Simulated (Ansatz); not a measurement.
# Decaying states in the gap of LuClF2, part 2 of 2

A new crystal, LuClF2: structure, gap and complex bands. It is built by putting Cl for part of the F in the LuF3 structure of space group P-3m1, with the volume rescaled by atomic radii. The parent structure comes from the Materials Project.

Ansatz 0.2.0; PBEsol DFT, plane waves, PAW files (the session's first sound run).

So far, gap on path (eV): step 3 (band edges) 5.36.

The structure was built from a prototype and need not be the compound's stable phase.

### Step 7. Band edges at another level, cutoff 1360.57 eV

This step: PBEsol DFT, plane waves, norm-conserving files (Ansatz 0.2.0).

The edges again with norm-conserving files, at the same atoms. Against that run the cutoff is 1361 eV against 420.

Input file input.yaml:

```yaml
crystal:
  lattice:
    - [3.8845561601, 0.0, 0.0]
    - [-1.9422780801, 3.3641243171, 0.0]
    - [0.0, 0.0, 5.1651170663]
  atoms:
    - { symbol: Lu, position: [0.0, 0.0, 0.5] }
    - { symbol: F, position: [0.3333333333, 0.6666666667, 0.5736230206] }
    - { symbol: F, position: [0.6666666667, 0.3333333333, 0.4263769794] }
    - { symbol: Cl, position: [0.0, 0.0, 0.0] }
kpoints:
  mp_grid: { grid: [6, 6, 6] }
  band_path: { path: [VBM, CBM], npoints: 30 }
scf:
  occupations: { method: fixed }
hamiltonian:
  xc: pbesol
  pseudopotentials: { kind: nc }
output:
  eigenvalues: true
```

Run with:

```
ansatz run input.yaml --threads 2 --pin off --max-ram 4096MiB --backend cpu --events-out ev --progress --plain --runs-dir out
```

The job ended after 24 s (2 threads of Arm Neoverse V2, shared host; peak memory 0.57 GiB; 48 s of CPU time).

This step gave:

```yaml
free_energy: -8497.0166 eV
fermi_energy: 6.478 eV
gap_on_the_k_mesh: 5.358 eV
gap_on_path: 5.358 eV, by band count; negative where bands overlap
direct_gap_on_path: 5.573 eV
```

The electronic bands at the labelled points (eV, zero at the Fermi level (highest filled level under fixed occupations); v1 is the highest filled band, c1 the lowest empty one):

| point | v4 | v3 | v2 | v1 | c1 | c2 | c3 | c4 |
| --- | --- | --- | --- | --- | --- | --- | --- | --- |
| VBM | -2.17 | -0.97 | 0.00 | 0.00 | 5.57 | 5.72 | 5.72 | 6.76 |
| halfway | -2.29 | -1.09 | -0.71 | -0.14 | 5.59 | 5.66 | 6.15 | 7.76 |
| CBM | -2.06 | -1.13 | -1.09 | -0.27 | 5.36 | 5.60 | 6.35 | 7.09 |

The searched edges give 5.36 eV, as on the mesh.

### Step 8. Complex bands at another level, cutoff 1360.57 eV

This step: PBEsol DFT, plane waves, norm-conserving files; complex bands by layer matching along the plane's normal (Ansatz 0.2.0).

The complex bands at that level, over its own gap, at (0, 0) and (0, -0.5).

Input file input.yaml:

```yaml
crystal:
  lattice:
    - [3.88455616, 0.0, 0.0]
    - [1.94227808, 3.364124317, 0.0]
    - [0.0, 0.0, 5.165117066]
  atoms:
    - { symbol: Lu, position: [0.0, 0.0, 0.5] }
    - { symbol: F, position: [0.6666666667, 0.6666666667, 0.5736230206] }
    - { symbol: F, position: [0.3333333333, 0.3333333333, 0.4263769794] }
    - { symbol: Cl, position: [0.0, 0.0, 0.0] }
kpoints:
  mp_grid: { grid: [8, 8, 6] }
scf:
  occupations: { method: fixed }
hamiltonian:
  xc: pbesol
  pseudopotentials: { kind: nc }
output:
  eigenvalues: true
  transmission:
    leads: [[0, 0]]
    kpoints: [[0.0, 0.0], [0.0, -0.5]]
    e_range: [-1.0, 6.36]
    de: 0.15
```

Run time: 2.3 min. Hardware: 2 threads; peak memory 1.7 GiB.

This step gave:

```
decay constant at the filling level, zone centre          : 0.2821 Å⁻¹
decay constant at the filling level, slowest listed point : 0.2821 Å⁻¹
```

K parallel (0, 0); values up to 1.5 1/Å, a degenerate pair printed once or twice; energies at which all values exceed this have no row. Im kz of the slowest decaying states against energy, zero at the highest filled level on the SCF mesh:

| energy (eV) | decay 1 (Å⁻¹) | decay 2 (Å⁻¹) | decay 3 (Å⁻¹) | decay 4 (Å⁻¹) |
| --- | --- | --- | --- | --- |
| -1.00 | 0.494 | 0.947 | 1.25 | - |
| -0.70 | 0.135 | 0.405 | 0.944 | 1.27 |
| -0.40 | 0.186 | 0.229 | 0.939 | 1.28 |
| -0.10 | 0.219 | 0.932 | 1.29 | - |
| 0.05 | 0.149 | 0.231 | 0.928 | 1.29 |
| 0.20 | 0.242 | 0.276 | 0.923 | 1.29 |
| 0.50 | 0.259 | 0.386 | 0.913 | 1.30 |
| 0.80 | 0.271 | 0.442 | 0.901 | 1.30 |
| 1.10 | 0.280 | 0.476 | 0.887 | 1.30 |
| 1.40 | 0.285 | 0.496 | 0.872 | 1.30 |
| 1.70 | 0.288 | 0.508 | 0.855 | 1.30 |
| 2.00 | 0.289 | 0.512 | 0.836 | 1.30 |
| 2.30 | 0.288 | 0.512 | 0.816 | 1.29 |
| 2.60 | 0.285 | 0.506 | 0.794 | 1.29 |
| 2.75 | 0.282 | 0.502 | 0.782 | 1.28 |
| 3.05 | 0.276 | 0.491 | 0.757 | 1.28 |
| 3.35 | 0.267 | 0.476 | 0.729 | 1.27 |
| 3.65 | 0.256 | 0.457 | 0.699 | 1.27 |
| 3.95 | 0.243 | 0.433 | 0.666 | 1.26 |
| 4.25 | 0.226 | 0.405 | 0.630 | 1.25 |
| 4.55 | 0.206 | 0.371 | 0.590 | 1.24 |
| 4.85 | 0.179 | 0.328 | 0.545 | 1.23 |
| 5.15 | 0.143 | 0.273 | 0.495 | 1.22 |
| 5.45 | 0.0809 | 0.194 | 0.438 | 1.21 |
| 5.75 | 0.372 | 1.20 | 1.28 | - |
| 6.05 | 0.295 | 1.19 | 1.26 | - |
| 6.35 | 0.207 | 1.18 | 1.25 | - |

K parallel (0, -0.5); values up to 1.5 1/Å, a degenerate pair printed once or twice; energies at which all values exceed this have no row. Table of Im kz of the slowest decaying states by energy, zero at the highest filled level on the SCF mesh:

| energy (eV) | decay 1 (Å⁻¹) | decay 2 (Å⁻¹) | decay 3 (Å⁻¹) | decay 4 (Å⁻¹) |
| --- | --- | --- | --- | --- |
| -1.000 | 0.0927 | 0.209 | 0.500 | 1.03 |
| -0.550 | 0.191 | 0.195 | 0.636 | 1.05 |
| 0.050 | 0.255 | 0.361 | 0.907 | 1.05 |
| 0.500 | 0.280 | 0.467 | 0.922 | 1.04 |
| 0.950 | 0.297 | 0.511 | 0.928 | 1.02 |
| 1.550 | 0.308 | 0.532 | 0.933 | 0.979 |
| 2.000 | 0.310 | 0.531 | 0.872 | 0.965 |
| 2.450 | 0.308 | 0.521 | 0.755 | 0.996 |
| 3.050 | 0.300 | 0.494 | 0.649 | 1.00 |
| 3.500 | 0.288 | 0.465 | 0.577 | 0.995 |
| 3.950 | 0.272 | 0.426 | 0.503 | 0.922 |
| 4.550 | 0.241 | 0.356 | 0.389 | 0.851 |
| 5.000 | 0.198 | 0.278 | 0.283 | 0.793 |
| 5.450 | 0.144 | 0.199 | 0.726 | 1.05 |
| 6.050 | 0.114 | 0.611 | 1.04 | - |

At the listed wavevectors the last open channel is at -0.10 eV and the next at +5.45 eV on the grid. At +2.75 eV, the grid energy nearest the filling level (the middle of the gap on the SCF mesh), the slowest state at the listed wavevectors decays with κ = 0.282 Å⁻¹, its amplitude falling by e over 3.5 Å; the first such run, plane (001), gave 0.282 Å⁻¹ over as many of its listed wavevectors.

### Step 9. What came out

```yaml
band_gap: 5.36 eV
least_decay_constant_at_mid_gap_normal_to_001: 0.282 Å⁻¹
least_decay_constant_at_mid_gap_normal_to_110: 0.419 Å⁻¹
least_decay_constant_on_a_mesh_normal_to_001: 0.283 Å⁻¹
least_decay_constant_norm_conserving_files: 0.282 Å⁻¹
```

What this shows: With PBEsol, the slowest decay at the wavevectors tried is κ = 0.282 Å⁻¹, normal to (001). Through such a film the transmission near mid-gap falls as exp(−2κd), a factor of ten every 4.1 Å. The decay depends on direction: 1.5 times faster normal to (110). A free electron under a barrier of half the gap would need a mass of 0.11 mₑ to decay at this rate. With norm-conserving files the gap goes from 5.36 to 5.36 eV and the decay constant, over the first 2 listed wavevectors, from 0.282 to 0.282 Å⁻¹. The compound is made up by substitution; its stability against other phases and against distortions of the cell's symmetry was not tested. A semilocal functional narrows gaps, so real decay constants are likely larger.

[Logs are printed without paths, hosts, clocks, repeated set-up lines and the standing remarks that a program may print on its own settings, such as how far it seeks lower states.]

[Hosts, paths, dates, database ids (printed as entryN), source tags and the programs' standing remarks are cut or masked in the printed files.]
